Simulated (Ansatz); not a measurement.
**K on Pd(100): change of the work function**

How does one ordered layer of K (top site) change the work function of Pd(100), and what dipole does each adsorbate carry?

Method: plane-wave DFT, LDA, Ansatz PAW, in Ansatz 0.2.0.

## Step 1: Starting point

The cell holds 4 atoms: 4 Pd. Cell: a = 2.751 Å, b = 2.751 Å, c = 23.835 Å, α = 90.0°, β = 90.0°, γ = 90.0°. Vacuum lies along c.

## Step 2: The clean slab

The bare slab comes first, as the zero from which every change is counted. The two lowest layers are held at bulk places and the upper ones relax. The dipole correction removes the false field that a one-sided slab makes across the periodic vacuum, so each face gets a flat vacuum level of its own.

input.yaml reads:

```yaml
crystal:
  lattice:
    - [2.7506453788, 0.0, 0.0]
    - [0.0, 2.7506453788, 0.0]
    - [0.0, 0.0, 23.835]
  atoms:
    - { symbol: Pd, position: [0.5, 0.5, 0.3775959723] }
    - { symbol: Pd, position: [0.0, 0.0, 0.4591986574] }
    - { symbol: Pd, position: [0.5, 0.5, 0.5408013426] }
    - { symbol: Pd, position: [0.0, 0.0, 0.6224040277] }
kpoints:
  mp_grid: { grid: [11, 11, 1] }
hamiltonian:
  xc: lda
scf:
  occupations: { method: fermi_dirac, width: 0.1 }
  convergence: { dr2_threshold: 1.0e-08 }
efield:
  axis: 3
  dipole_correction: true
  ramp_position: 0.97
  ramp_width: 0.06
relax:
  f_tol: 0.02
  max_steps: 60
  constraints: [{ sites: [0, 1] }]
output:
  write_potential: true
  write_density: true
  volumetric_format: npy
```

On the command line:

```
$ ansatz run input.yaml --threads 4 --pin off --max-ram 6144MiB --backend cpu --events-out ev --progress --plain --runs-dir out
```

Numbers of over 12 decimals in the logs are rounded to 6 here.

The program printed:

```text
Engine: ansatz 0.2.0, x86_64-unknown-linux-gnu
Pseudopotentials: kind: paw
Pseudopotential: Pd, paw, valence charge 18, recommended cutoff 420 eV (normal), Pd.paw.azcp
Functional definition: SPW92
  exchange = slater_x
  correlation = pw_c
Crystal: 4 atoms, lattice volume = 180.337 Å³
Basis set: ecut = 420 eV, 3579 PW (Γ)
Bands: 44, of which v1, the nominal top of the filled ones, is band 36 counted from 1 (35 counted from 0)
Symmetry: 8 space group operations
k-points: 21 of 121
Non-local potential: Pd, projectors of the file, l = 0: 2, l = 1: 2, l = 2: 2, l = 3: 1
PAW form: soft (Blöchl's): semilocal exchange-correlation on the pseudo side does not see the compensation charge
PAW frozen core: Pd, regenerated for the run's functional, and the local potential with it (the file was generated under x = pbe(κ = 0.804, μ = 0.219515), c = pbe(β = 0.066725))
PAW one-centre angular grid: Pd, 590 points (default); XC on 64 Gauss nodes
Initial density: superposition of atomic densities (neutral atoms: chi_scale 0, normalization atom), corrected by the library's trained network
Initial wavefunctions: pseudopotential atomic-orbital guess
Functional: x = slater, c = lda
SCF iter   1: F=—  HF=-27376.423921 eV  |F-HF|=—  |Δ(HF+E_count)|=         —  Δρ=1.25e-2  dr2=1.09e0  ethr=1.77e-3  p=0.000 e·Å  D=2.38e-13 V/Å  ΔV_dip=-0.00 eV  dr2_dipole=1.58e-7  V_vac-E_F(+/−)=4.99/4.99 eV  ⟨swp⟩=8.9  Hψ=4292  notcnv=0  defer=9
efield: sawtooth ramp at fractional position 0.9700 (set: `efield.ramp_position`, or a place that a band, a saddle search or an elastic batch's reference lends), width 0.0600; the density the first Hamiltonian is built on has a dipole p = 0.000 e·Å; the dipole correction subtracts the counter field D = 2.38e-13 V/Å, which shifts the + side's vacuum level by -0.00 eV against the − side's; the planar-averaged density in the ramp window peaks in size at 7.1e-6 e/Å³
preconditioner: auto → LDOS  [metal: Δε(μ)=0.004 eV  Ē_g=7.044 eV  σ=0.100 eV  W_gap=0.01  n_scr=28 (ndim 8)  ℏωp=17.5 eV  f_vac=0.617  D(μ)=8.30/eV (n_scr^D=72)  β→1.0]
SCF iter   2: F=—  HF=-27376.392582 eV  |F-HF|=—  |Δ(HF+E_count)|=   3.13e-2  Δρ=1.14e-2  dr2=2.64e-1  ethr=1.51e-3  p=0.000 e·Å  D=2.49e-5 V/Å  ΔV_dip=-0.00 eV  dr2_dipole=4.77e-7  V_vac-E_F(+/−)=5.56/5.56 eV  ⟨swp⟩=2.6  Hψ=1569  notcnv=0  defer=23
SCF iter   3: F=—  HF=-27376.353021 eV  |F-HF|=—  |Δ(HF+E_count)|=   3.96e-2  Δρ=3.70e-3  dr2=1.08e-1  ethr=3.66e-4  p=-0.000 e·Å  D=-2.74e-7 V/Å  ΔV_dip=0.00 eV  dr2_dipole=2.78e-8  V_vac-E_F(+/−)=5.41/5.41 eV  ⟨swp⟩=2.0  Hψ=1390  notcnv=0  defer=23
SCF iter   4: F=—  HF=-27376.350852 eV  |F-HF|=—  |Δ(HF+E_count)|=   2.17e-3  Δρ=1.92e-3  dr2=3.19e-2  ethr=1.49e-4  p=0.000 e·Å  D=8.90e-6 V/Å  ΔV_dip=-0.00 eV  dr2_dipole=2.30e-8  V_vac-E_F(+/−)=5.44/5.44 eV  ⟨swp⟩=1.6  Hψ=928  notcnv=0  defer=23
SCF iter   5: F=—  HF=-27376.349479 eV  |F-HF|=—  |Δ(HF+E_count)|=   1.37e-3  Δρ=6.44e-4  dr2=2.21e-3  ethr=4.43e-5  p=0.000 e·Å  D=3.46e-6 V/Å  ΔV_dip=-0.00 eV  dr2_dipole=1.22e-10  V_vac-E_F(+/−)=5.50/5.50 eV  ⟨swp⟩=1.3  Hψ=933  notcnv=0  defer=23
SCF iter   6: F=—  HF=-27376.349409 eV  |F-HF|=—  |Δ(HF+E_count)|=   6.98e-5  Δρ=9.92e-5  dr2=2.96e-5  ethr=3.07e-6  p=0.000 e·Å  D=7.83e-7 V/Å  ΔV_dip=-0.00 eV  dr2_dipole=1.33e-9  V_vac-E_F(+/−)=5.51/5.51 eV  ⟨swp⟩=1.8  Hψ=1221  notcnv=0  defer=23
SCF iter   7: F=—  HF=-27376.349409 eV  |F-HF|=—  |Δ(HF+E_count)|=   3.40e-7  Δρ=2.28e-5  dr2=1.62e-6  ethr=4.12e-8  p=0.000 e·Å  D=5.79e-7 V/Å  ΔV_dip=-0.00 eV  dr2_dipole=7.57e-10  V_vac-E_F(+/−)=5.51/5.51 eV  ⟨swp⟩=2.8  Hψ=1538  notcnv=0  defer=23
SCF iter   8: F=—  HF=-27376.349405 eV  |F-HF|=—  |Δ(HF+E_count)|=   4.39e-6  Δρ=1.46e-5  dr2=7.39e-7  ethr=2.26e-9  p=-0.000 e·Å  D=-9.88e-8 V/Å  ΔV_dip=0.00 eV  dr2_dipole=4.52e-11  V_vac-E_F(+/−)=5.51/5.51 eV  ⟨swp⟩=2.7  Hψ=1672  notcnv=0  defer=23
SCF iter   9: F=—  HF=-27376.349405 eV  |F-HF|=—  |Δ(HF+E_count)|=   7.77e-8  Δρ=6.80e-6  dr2=1.44e-7  ethr=1.03e-9  p=0.000 e·Å  D=7.00e-9 V/Å  ΔV_dip=-0.00 eV  dr2_dipole=1.68e-11  V_vac-E_F(+/−)=5.51/5.51 eV  ⟨swp⟩=2.0  Hψ=1328  notcnv=0  defer=23
SCF iter  10: F=—  HF=-27376.349405 eV  |F-HF|=—  |Δ(HF+E_count)|=   1.29e-8  Δρ=1.69e-6  dr2=1.90e-8  ethr=1.99e-10  p=0.000 e·Å  D=1.09e-8 V/Å  ΔV_dip=-0.00 eV  dr2_dipole=2.32e-12  V_vac-E_F(+/−)=5.51/5.51 eV  ⟨swp⟩=2.0  Hψ=1326  notcnv=0  defer=23
SCF iter  11: F=-27376.349405 eV  HF=-27376.349405 eV  |F-HF|=1.46e-10  |Δ(HF+E_count)|=  9.46e-11  Δρ=3.03e-7  dr2=2.53e-10  ethr=1.39e-11  p=0.000 e·Å  D=2.55e-8 V/Å  ΔV_dip=-0.00 eV  dr2_dipole=2.86e-13  V_vac-E_F(+/−)=5.51/5.51 eV  ⟨swp⟩=9.0  Hψ=5877  notcnv=0
SCF 1 converged in 11 iterations: F = -27376.349405 eV  dr2 = 2.53e-10
  greatest PAW one-centre occupation: 0.998 electrons in one spin orbital (limit 2), on the Pd atom at site 0 (counted from 0), in its partial waves of l = 0
relax step   1: F+E_penalty+E_count = -27376.34940451 eV  Δ(F+E_penalty+E_count) = +0.000e0 eV  max|allowed force component| = 5.533e-1 eV/Å  Δτ_max = 0.0000 Å  (11 SCF iters, accepted)
Initial density: handed on by an earlier stage of this run
Initial wavefunctions: those handed on with the density
SCF iter   1: F=—  HF=-27376.499613 eV  |F-HF|=—  |Δ(HF+E_count)|=         —  Δρ=1.75e-2  dr2=2.31e0  ethr=3.10e-3  p=-0.000 e·Å  D=-2.69e-7 V/Å  ΔV_dip=0.00 eV  dr2_dipole=5.33e-1  V_vac-E_F(+/−)=5.41/5.41 eV  ⟨swp⟩=4.9  Hψ=2559  notcnv=0  defer=19
efield: sawtooth ramp at fractional position 0.9700 (set: `efield.ramp_position`, or a place that a band, a saddle search or an elastic batch's reference lends), width 0.0600; the density the first Hamiltonian is built on has a dipole p = -0.000 e·Å; the dipole correction subtracts the counter field D = -2.69e-7 V/Å, which shifts the + side's vacuum level by +0.00 eV against the − side's; the planar-averaged density in the ramp window peaks in size at 6.2e-6 e/Å³
preconditioner: auto → LDOS  [metal: Δε(μ)=0.033 eV  Ē_g=7.294 eV  σ=0.100 eV  W_gap=0.08  n_scr=28 (ndim 8)  ℏωp=17.5 eV  f_vac=0.622  D(μ)=7.61/eV (n_scr^D=64)  β→1.0]
SCF iter   2: F=—  HF=-27376.478585 eV  |F-HF|=—  |Δ(HF+E_count)|=   2.10e-2  Δρ=9.45e-3  dr2=5.27e-1  ethr=3.10e-3  p=-0.013 e·Å  D=-1.29e-2 V/Å  ΔV_dip=0.31 eV  dr2_dipole=7.52e-2  V_vac-E_F(+/−)=5.82/5.51 eV  ⟨swp⟩=2.0  Hψ=1517  notcnv=0  defer=24
SCF iter   3: F=—  HF=-27376.400669 eV  |F-HF|=—  |Δ(HF+E_count)|=   7.79e-2  Δρ=3.69e-3  dr2=5.45e-2  ethr=7.32e-4  p=0.003 e·Å  D=3.01e-3 V/Å  ΔV_dip=-0.07 eV  dr2_dipole=4.86e-3  V_vac-E_F(+/−)=5.42/5.49 eV  ⟨swp⟩=2.7  Hψ=1441  notcnv=0  defer=24
[...]
SCF iter  10: F=—  HF=-27376.394139 eV  |F-HF|=—  |Δ(HF+E_count)|=   7.23e-7  Δρ=9.81e-6  dr2=3.50e-7  ethr=1.43e-9  p=0.000 e·Å  D=2.96e-4 V/Å  ΔV_dip=-0.01 eV  dr2_dipole=2.06e-9  V_vac-E_F(+/−)=5.49/5.49 eV  ⟨swp⟩=2.1  Hψ=1325  notcnv=0  defer=24
SCF iter  11: F=—  HF=-27376.394139 eV  |F-HF|=—  |Δ(HF+E_count)|=   4.75e-8  Δρ=5.99e-6  dr2=9.81e-8  ethr=4.87e-10  p=0.000 e·Å  D=3.03e-4 V/Å  ΔV_dip=-0.01 eV  dr2_dipole=6.05e-10  V_vac-E_F(+/−)=5.49/5.49 eV  ⟨swp⟩=2.0  Hψ=1171  notcnv=0  defer=24
SCF iter  12: F=—  HF=-27376.394139 eV  |F-HF|=—  |Δ(HF+E_count)|=   5.82e-8  Δρ=3.74e-6  dr2=3.41e-8  ethr=1.36e-10  p=0.000 e·Å  D=2.97e-4 V/Å  ΔV_dip=-0.01 eV  dr2_dipole=5.16e-10  V_vac-E_F(+/−)=5.49/5.49 eV  ⟨swp⟩=2.0  Hψ=1302  notcnv=0  defer=24
SCF iter  13: F=-27376.394139 eV  HF=-27376.394139 eV  |F-HF|=1.18e-9  |Δ(HF+E_count)|=   1.21e-9  Δρ=5.55e-7  dr2=8.28e-10  ethr=1.39e-11  p=0.000 e·Å  D=3.01e-4 V/Å  ΔV_dip=-0.01 eV  dr2_dipole=4.53e-12  V_vac-E_F(+/−)=5.49/5.49 eV  ⟨swp⟩=7.8  Hψ=6455  notcnv=0
SCF 2 converged in 13 iterations: F = -27376.394139 eV  dr2 = 8.28e-10
  greatest PAW one-centre occupation: 0.998 electrons in one spin orbital (limit 2), on the Pd atom at site 3 (counted from 0), in its partial waves of l = 0
relax step   2: F+E_penalty+E_count = -27376.39413890 eV  Δ(F+E_penalty+E_count) = -4.473e-2 eV  max|allowed force component| = 1.442e-1 eV/Å  Δτ_max = 0.1930 Å  (13 SCF iters, accepted)
SCF iter   1: F=—  HF=-27376.396082 eV  |F-HF|=—  |Δ(HF+E_count)|=         —  Δρ=1.32e-3  dr2=1.40e-2  ethr=2.01e-4  p=0.000 e·Å  D=3.01e-4 V/Å  ΔV_dip=-0.01 eV  dr2_dipole=3.01e-3  V_vac-E_F(+/−)=5.49/5.50 eV  ⟨swp⟩=2.9  Hψ=1740  notcnv=0  defer=23
efield: sawtooth ramp at fractional position 0.9700 (set: `efield.ramp_position`, or a place that a band, a saddle search or an elastic batch's reference lends), width 0.0600; the density the first Hamiltonian is built on has a dipole p = 0.000 e·Å; the dipole correction subtracts the counter field D = 3.01e-4 V/Å, which shifts the + side's vacuum level by -0.01 eV against the − side's; the planar-averaged density in the ramp window peaks in size at 4.9e-6 e/Å³
preconditioner: auto → LDOS  [metal: Δε(μ)=0.002 eV  Ē_g=7.384 eV  σ=0.100 eV  W_gap=0.00  n_scr=28 (ndim 8)  ℏωp=17.5 eV  f_vac=0.623  D(μ)=8.06/eV (n_scr^D=72)  β→1.0]
SCF iter   2: F=—  HF=-27376.396128 eV  |F-HF|=—  |Δ(HF+E_count)|=   4.60e-5  Δρ=8.17e-4  dr2=4.31e-3  ethr=1.95e-5  p=0.002 e·Å  D=1.84e-3 V/Å  ΔV_dip=-0.04 eV  dr2_dipole=6.97e-4  V_vac-E_F(+/−)=5.45/5.49 eV  ⟨swp⟩=2.0  Hψ=1553  notcnv=0  defer=23
SCF iter   3: F=—  HF=-27376.395448 eV  |F-HF|=—  |Δ(HF+E_count)|=   6.80e-4  Δρ=2.01e-4  dr2=7.55e-4  ethr=5.98e-6  p=0.001 e·Å  D=5.91e-4 V/Å  ΔV_dip=-0.01 eV  dr2_dipole=2.26e-4  V_vac-E_F(+/−)=5.48/5.49 eV  ⟨swp⟩=2.0  Hψ=1348  notcnv=0  defer=23
SCF iter   4: F=—  HF=-27376.395445 eV  |F-HF|=—  |Δ(HF+E_count)|=   3.33e-6  Δρ=1.69e-4  dr2=1.15e-4  ethr=1.05e-6  p=0.000 e·Å  D=3.15e-4 V/Å  ΔV_dip=-0.01 eV  dr2_dipole=1.47e-5  V_vac-E_F(+/−)=5.49/5.49 eV  ⟨swp⟩=2.0  Hψ=1210  notcnv=0  defer=23
SCF iter   5: F=—  HF=-27376.395436 eV  |F-HF|=—  |Δ(HF+E_count)|=   9.21e-6  Δρ=5.94e-5  dr2=2.33e-5  ethr=1.60e-7  p=0.000 e·Å  D=2.87e-4 V/Å  ΔV_dip=-0.01 eV  dr2_dipole=1.16e-6  V_vac-E_F(+/−)=5.49/5.49 eV  ⟨swp⟩=1.8  Hψ=1212  notcnv=0  defer=23
SCF iter   6: F=—  HF=-27376.395437 eV  |F-HF|=—  |Δ(HF+E_count)|=   1.31e-6  Δρ=2.71e-5  dr2=4.13e-6  ethr=3.24e-8  p=0.000 e·Å  D=2.74e-4 V/Å  ΔV_dip=-0.01 eV  dr2_dipole=3.57e-8  V_vac-E_F(+/−)=5.49/5.49 eV  ⟨swp⟩=1.9  Hψ=1148  notcnv=0  defer=23
SCF iter   7: F=—  HF=-27376.395433 eV  |F-HF|=—  |Δ(HF+E_count)|=   3.74e-6  Δρ=1.11e-5  dr2=7.05e-7  ethr=5.73e-9  p=0.000 e·Å  D=2.91e-4 V/Å  ΔV_dip=-0.01 eV  dr2_dipole=6.53e-10  V_vac-E_F(+/−)=5.49/5.49 eV  ⟨swp⟩=1.6  Hψ=1038  notcnv=0  defer=23
SCF iter   8: F=—  HF=-27376.395434 eV  |F-HF|=—  |Δ(HF+E_count)|=   1.35e-7  Δρ=3.14e-6  dr2=4.58e-8  ethr=9.79e-10  p=0.000 e·Å  D=2.99e-4 V/Å  ΔV_dip=-0.01 eV  dr2_dipole=6.18e-10  V_vac-E_F(+/−)=5.49/5.49 eV  ⟨swp⟩=1.9  Hψ=1198  notcnv=0  defer=23
SCF iter   9: F=-27376.395434 eV  HF=-27376.395434 eV  |F-HF|=6.96e-9  |Δ(HF+E_count)|=   3.09e-8  Δρ=1.08e-6  dr2=4.46e-9  ethr=1.39e-11  p=0.000 e·Å  D=2.96e-4 V/Å  ΔV_dip=-0.01 eV  dr2_dipole=7.54e-11  V_vac-E_F(+/−)=5.49/5.49 eV  ⟨swp⟩=9.9  Hψ=6430  notcnv=0
SCF 3 converged in 9 iterations: F = -27376.395434 eV  dr2 = 4.46e-9
relax step   3: F+E_penalty+E_count = -27376.39543359 eV  Δ(F+E_penalty+E_count) = -1.295e-3 eV  max|allowed force component| = 7.371e-3 eV/Å  Δτ_max = 0.0160 Å  (9 SCF iters, accepted)
NSCF: frozen V_eff on 21 k-points
the band table was solved once a step of the walk had ended and its energy, with any forces and stress, was formed, with the checks that follow a solve (5042 applications of the Hamiltonian). They found nothing against the state; the energy, forces and stress were not computed again (output.eigenvalues in the input reference)
WARN: The output density's exchange-correlation potential varies sharply where the density is thin. Do not read a vacuum level from v_tot or v_xc, or from such a field of the output density. On a cell that repeats whose density bears no net charge and no dipole along the vacuum's axis use v_es (v_loc + v_h of the components); under efield.dipole_correction with no amplitude use v_es + v_field, which holds any externa [...]
SCF converged after 9 iterations
Free energy (F): -27376.395434 eV
Harris-Foulkes:  -27376.395434 eV  (|F-HF|=6.96e-9)
Internal energy: -27376.142975 eV  (E = F + TS)
E sigma→0 (E₀):  -27376.269204 eV
Entropy (-TS):   -0.252459 eV (-63.115 meV/atom)
Fermi energy:    2.705222 eV
Dipole field:    D = 0.000309 V/Å  (p = 0.000308 e·Å, saw-weighted, corrected)
Work function:   Φ+ = 5.4863 eV   Φ− = 5.4937 eV
Levels:          The Fermi level and band energies are counted from a zero that moves with the ramp; work functions are not
--- Per-component energies (eV) ---
  E_band       = -1764.739480
  E_kinetic    = 2053.438675
  E_local      = -124189.175225  (includes V_loc(G=0)·N_el)
  E_nonlocal   = 893.409754
  E_hartree    = 60824.202784
  E_xc         = -667.955916
  E_vxc        = -841.717887  (∫ρ·V_xc dr)
  E_paw        = -14492.187678  (= ΣΔE_a)
  E_vpaw       = -1329.110069  (= ΣTr[D̂ρ^β])
  E_aug_tail   = 0.000855  (compensation charges beyond the density's cutoff)
  E_efield     = 0.000000  (sawtooth field / dipole correction)
  E_vefield    = 0.001409  (∫n·V_field dr)
  E_ewald      = 48199.400841
  E_core_change = 2.722935  (= ΣΔE_core)
  E_smearing   = -0.252459  (= −TS)
  E_closure    = 0.000000  (closes the sum)
  Σ components = -27376.395434   (vs F -27376.395434, Δ=0.00e0)
--- Forces (eV/Å), atoms counted from 1 ---
  atom   1  Pd     0.00000000     0.00000000     0.53376365
  atom   2  Pd    -0.00000000     0.00000000    -0.53127163
  atom   3  Pd    -0.00000000     0.00000000    -0.00737121
  atom   4  Pd     0.00000000     0.00000000     0.00494256
  max |Σ_I F_I| component: 6.34e-5 eV/Å
--- Band table (eV; the first three rows and the last of 21) ---
  k-point 0: bands = [... 32 lower, 1.9804, 2.0642, 2.0642, 2.5113, 2.6972, 2.8143, 2.8143, 3.8655, ... 4 higher]
  k-point 1: bands = [... 32 lower, 1.7940, 1.9547, 2.2620, 2.3745, 2.5419, 2.6207, 2.8626, 4.3056, ... 4 higher]
  k-point 2: bands = [... 32 lower, 1.5882, 1.6502, 2.1624, 2.1974, 2.6286, 2.8540, 2.9393, 5.1902, ... 4 higher]
  k-point 20: bands = [... 32 lower, 2.6919, 2.8011, 3.0982, 3.2134, 6.4185, 7.2719, 8.8045, 9.7397, ... 4 higher]
--- Relaxed structure (3 steps of the walk, 3 accepted, 0 SCFs on fresh bases) ---
  F+E_penalty+E_count = -27376.39543359 eV   max|allowed force component| = 7.371e-3 eV/Å
  atoms:
    - { symbol: Pd, position: [0.5, 0.5, 0.377596] }
    - { symbol: Pd, position: [0.0, 0.0, 0.459199] }
    - { symbol: Pd, position: [0.5, 0.5, 0.537585] }
    - { symbol: Pd, position: [0, 0.0, 0.614982] }
```

Wall time 7 s (4 threads of Intel Xeon 6975P-C (Granite Rapids), shared host); peak memory 0.67 GiB.

Relaxation path:

```csv
step,energy less that of the first step (eV),largest force component (eV/Å)
1,0.0000,0.5533
2,-0.0447,0.1442
3,-0.0460,0.0074
```

Forces are held to the 8 operations that the run works with; a distortion that breaks them can't arise in this run.

The atoms that moved most (Å):

```csv
atom,dx,dy,dz,length
Pd4,0.000,0.000,-0.177,0.177
Pd3,0.000,0.000,-0.077,0.077
```

The relaxed structure:

```xyz
4
Lattice="2.7506 0.0000 0.0000 0.0000 2.7506 0.0000 0.0000 0.0000 23.8350" Properties=species:S:1:pos:R:3
Pd    1.3753    1.3753    9.0000
Pd    0.0000    0.0000   10.9450
Pd    1.3753    1.3753   12.8133
Pd    0.0000    0.0000   14.6581
```

This step gave:

| Property | Result |
| --- | --- |
| energy at zero smearing | -27376.2692 eV |
| work function, upper face | 5.486 eV |
| dipole along the normal | 3.08e-4 e·Å |

Running mean over 1.945 Å of the planar mean; the ramp of the sawtooth is left out. The electron's electrostatic potential energy less the Fermi level by z:

```csv
z (Å),electron's electrostatic potential energy less the Fermi level (eV)
3.0,5.49
3.5,5.49
4.0,5.49
4.5,5.49
5.0,5.49
5.5,5.48
6.0,5.46
6.5,5.35
7.0,4.94
7.5,3.07
8.0,-1.37
8.5,-5.97
9.0,-7.87
9.5,-8.21
10.0,-8.30
10.5,-8.41
11.0,-8.65
11.5,-9.13
12.0,-9.31
12.5,-8.98
13.0,-8.91
13.5,-9.33
14.0,-9.24
14.5,-8.47
15.0,-6.98
15.5,-3.07
16.0,1.88
16.5,4.58
17.0,5.26
17.5,5.43
18.0,5.47
18.5,5.48
19.0,5.49
19.5,5.49
20.0,5.49
20.5,5.49
```

The relaxation took 3 steps and lowered the energy by 0.046 eV; the largest force on the free atoms ends at 0.0074 eV/Å.

The work function of the upper face is 5.49 eV.

(Part 1 of 3 ends here.)

[Logs are printed without paths, hosts, clocks, repeated set-up lines and the standing remarks that a program may print on its own settings, such as how far it seeks lower states.]

[Hosts, paths, dates, database ids (printed as entryN), source tags and the programs' standing remarks are cut or masked in the printed files.]

[Maps of the electrostatic potential energy from Ansatz leave out the sawtooth potential of an applied field or a dipole correction, so their vacuum need not be flat; planar profiles and work functions include it.]
